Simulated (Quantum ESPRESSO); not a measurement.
# Collinear magnetic orders of Cu (Copper) with Quantum ESPRESSO, part 2 of 2

Wanted: the moments of Cu (Copper) and the energy of each order that was tried.

Quantum ESPRESSO 7.5; LDA; plane waves with GBRV 1.5 LDA potentials, no spin-orbit coupling.

So far: The starting structure; Run 1, typed as ferro +; Start 2: antiferro q=(0,0,1/2) +−.

**3. Start 2: antiferro q=(0,0,1/2) +− (continued)**

The spin moment in the atom's sphere vanishes on all atoms.

This step gave:

```
smearing term TS       : 0.02439 eV
magnetization          : 0 μB
absolute magnetization : 0 μB
final state            : non-magnetic
```

**4. Run 3, typed as antiferro q=(0,1/2,1/2) +−**

The cell is doubled to 2 atoms to hold this order.

The input, pw.in:

```
&CONTROL
  calculation = 'scf'
  prefix = 'pwscf'
  outdir = './tmp'
  pseudo_dir = './pseudo'
  disk_io = 'nowf'
/
&SYSTEM
  ibrav = 0
  celldm(1) = 8
  nat = 2
  ntyp = 2
  ecutwfc = 40
  ecutrho = 280
  nbnd = 26
  occupations = 'smearing'
  smearing = 'fd'
  degauss = 0.00734986
  nspin = 2
  starting_magnetization(1) = 0.0263
  starting_magnetization(2) = -0.0263
/
&ELECTRONS
  conv_thr = 4d-09
  electron_maxstep = 150
  mixing_beta = 0.3
/
ATOMIC_SPECIES
Cu1    63.5460 cu_lda_v1.2.uspp.F.UPF
Cu2    63.5460 cu_lda_v1.2.uspp.F.UPF
CELL_PARAMETERS alat
   0.0000000000000    0.4269599962826    0.4269599962826
   0.8539199925653    0.0000000000000    0.8539199925653
   0.8539199925653    0.4269599962826    0.4269599962826
ATOMIC_POSITIONS crystal
Cu1     0.0000000000    0.0000000000    0.0000000000
Cu2     0.0000000000    0.5000000000    0.0000000000
K_POINTS automatic
12 6 12 0 0 0
```

The run is started by

```bash
> OMP_NUM_THREADS=1 mpirun -n 4 pw.x -nk 4 -in pw.in > pw.out
```

The program printed:

```text
     [... lines left out ...]
Program PWSCF v.7.5 starts
     [... lines left out ...]
     number of atoms/cell      =            2
     [... lines left out ...]
     number of electrons       =        38.00
     number of Kohn-Sham states=           26
     kinetic-energy cutoff     =      40.0000  Ry
     charge density cutoff     =     280.0000  Ry
     scf convergence threshold =      4.0E-09
     [... lines left out ...]
     16 Sym. Ops., with inversion, found
     [... lines left out ...]
     number of k points=   100  Fermi-Dirac smearing, width (Ry)=  0.0073
     [... lines left out ...]
     iteration # 16     ecut=    40.00 Ry     beta= 0.30
     [... lines left out ...]
     Magnetic moment per site  (integrated on atomic sphere of radius R)
     atom   1 (R=0.249)  charge= 17.8194  magn=  0.0000
     atom   2 (R=0.249)  charge= 17.8194  magn= -0.0000
     [... lines left out ...]
     the Fermi energy is    15.5813 ev
!    total energy              =    -807.09129839 Ry
     estimated scf accuracy    <          1.9E-09 Ry
     smearing contrib. (-TS)   =      -0.00179231 Ry
     [... lines left out ...]
     total magnetization       =     0.00 Bohr mag/cell
     absolute magnetization    =     0.00 Bohr mag/cell
     convergence has been achieved in  16 iterations
```

It took 32 s on 4 MPI ranks of Intel Xeon Platinum 8488C (Sapphire Rapids), shared host; peak memory 0.35 GiB; 2.1 min of CPU time.

The spin moment in the atom's sphere vanishes on all atoms.

Numbers from this step:

| Quantity | Value |
| --- | --- |
| smearing term TS | 0.02439 eV |
| magnetization | 0 μB |
| absolute magnetization | 0 μB |
| final state | non-magnetic |

**5. Run 4 (no spin polarisation)**

The input, pw.in:

```
&CONTROL
  calculation = 'scf'
  prefix = 'pwscf'
  outdir = './tmp'
  pseudo_dir = './pseudo'
  disk_io = 'nowf'
/
&SYSTEM
  ibrav = 0
  celldm(1) = 8
  nat = 1
  ntyp = 1
  ecutwfc = 40
  ecutrho = 280
  nbnd = 15
  occupations = 'smearing'
  smearing = 'fd'
  degauss = 0.00734986
/
&ELECTRONS
  conv_thr = 2d-09
  electron_maxstep = 150
  mixing_beta = 0.3
/
ATOMIC_SPECIES
Cu     63.5460 cu_lda_v1.2.uspp.F.UPF
CELL_PARAMETERS alat
   0.0000000000000    0.4269599962826    0.4269599962826
   0.4269599962826    0.0000000000000    0.4269599962826
   0.4269599962826    0.4269599962826    0.0000000000000
ATOMIC_POSITIONS crystal
Cu      0.0000000000    0.0000000000    0.0000000000
K_POINTS automatic
12 12 12 0 0 0
```

The program printed:

```text
     [... lines left out ...]
Program PWSCF v.7.5 starts
     [... lines left out ...]
     number of atoms/cell      =            1
     [... lines left out ...]
     number of electrons       =        19.00
     number of Kohn-Sham states=           15
     kinetic-energy cutoff     =      40.0000  Ry
     charge density cutoff     =     280.0000  Ry
     scf convergence threshold =      2.0E-09
     [... lines left out ...]
     48 Sym. Ops., with inversion, found
     [... lines left out ...]
     number of k points=    72  Fermi-Dirac smearing, width (Ry)=  0.0073
     [... lines left out ...]
     iteration # 14     ecut=    40.00 Ry     beta= 0.30
     [... lines left out ...]
     the Fermi energy is    15.5813 ev
!    total energy              =    -403.54564742 Ry
     estimated scf accuracy    <          4.2E-11 Ry
     smearing contrib. (-TS)   =      -0.00089615 Ry
     [... lines left out ...]
     convergence has been achieved in  14 iterations
```

Run time: 2.8 s. Hardware: 4 MPI ranks; peak memory 0.23 GiB.

This step gave:

```
smearing term TS : 0.01219 eV
final state      : non-magnetic (no spin polarisation)
```

**6. Ranking**

An order is kept where moments of 0.15 μB or more survive with the typed signs; meshes match where a doubled cell samples the same k points as the first cell.

Orders:

```
                     start   final state  typed order kept  energy over the lowest (meV a seeded atom)  largest site moment (μB)  net moment (μB a cell of the first run)  mesh matched  CPU time (s)
                   ferro +  non-magnetic                no                                     0.02895                         0                                        0           yes         16.05
  antiferro q=(0,0,1/2) +-  non-magnetic                no                                           0                         0                                        0           yes         83.16
antiferro q=(0,1/2,1/2) +-  non-magnetic                no                                    0.004727                         0                                        0           yes         126.8
      no spin polarisation  non-magnetic                 -                                     0.02895                         0                                        0           yes          9.83
```

**7. Outcome**

| Property | Result |
| --- | --- |
| lowest state found | non-magnetic (from ferro +, antiferro q=(0,0,1/2) +-, antiferro q=(0,1/2,1/2) +- and no spin polarisation) |
| largest site moment | 0 μB |

**Reading.** The lowest state carries no moment, and no start kept one. This is the lowest of 4 collinear or spinless starts, no proof of the ground state. Energies are free energies at an electronic temperature of 1160 K, which lowers moments and differences where the moments are itinerant.

[Logs and program files are shortened in this print: banners, set-up blocks, solver, clock and traceback lines can be left out without a mark of their own.]

[Logs are printed without paths, hosts, clocks, repeated set-up lines and the standing remarks that a program may print on its own settings, such as how far it seeks lower states.]

[Hosts, paths, dates, database ids (printed as entryN), source tags and the programs' standing remarks are cut or masked in the printed files.]

[Where a cell is said to come from a database of computed structures, the database is the Materials Project.]
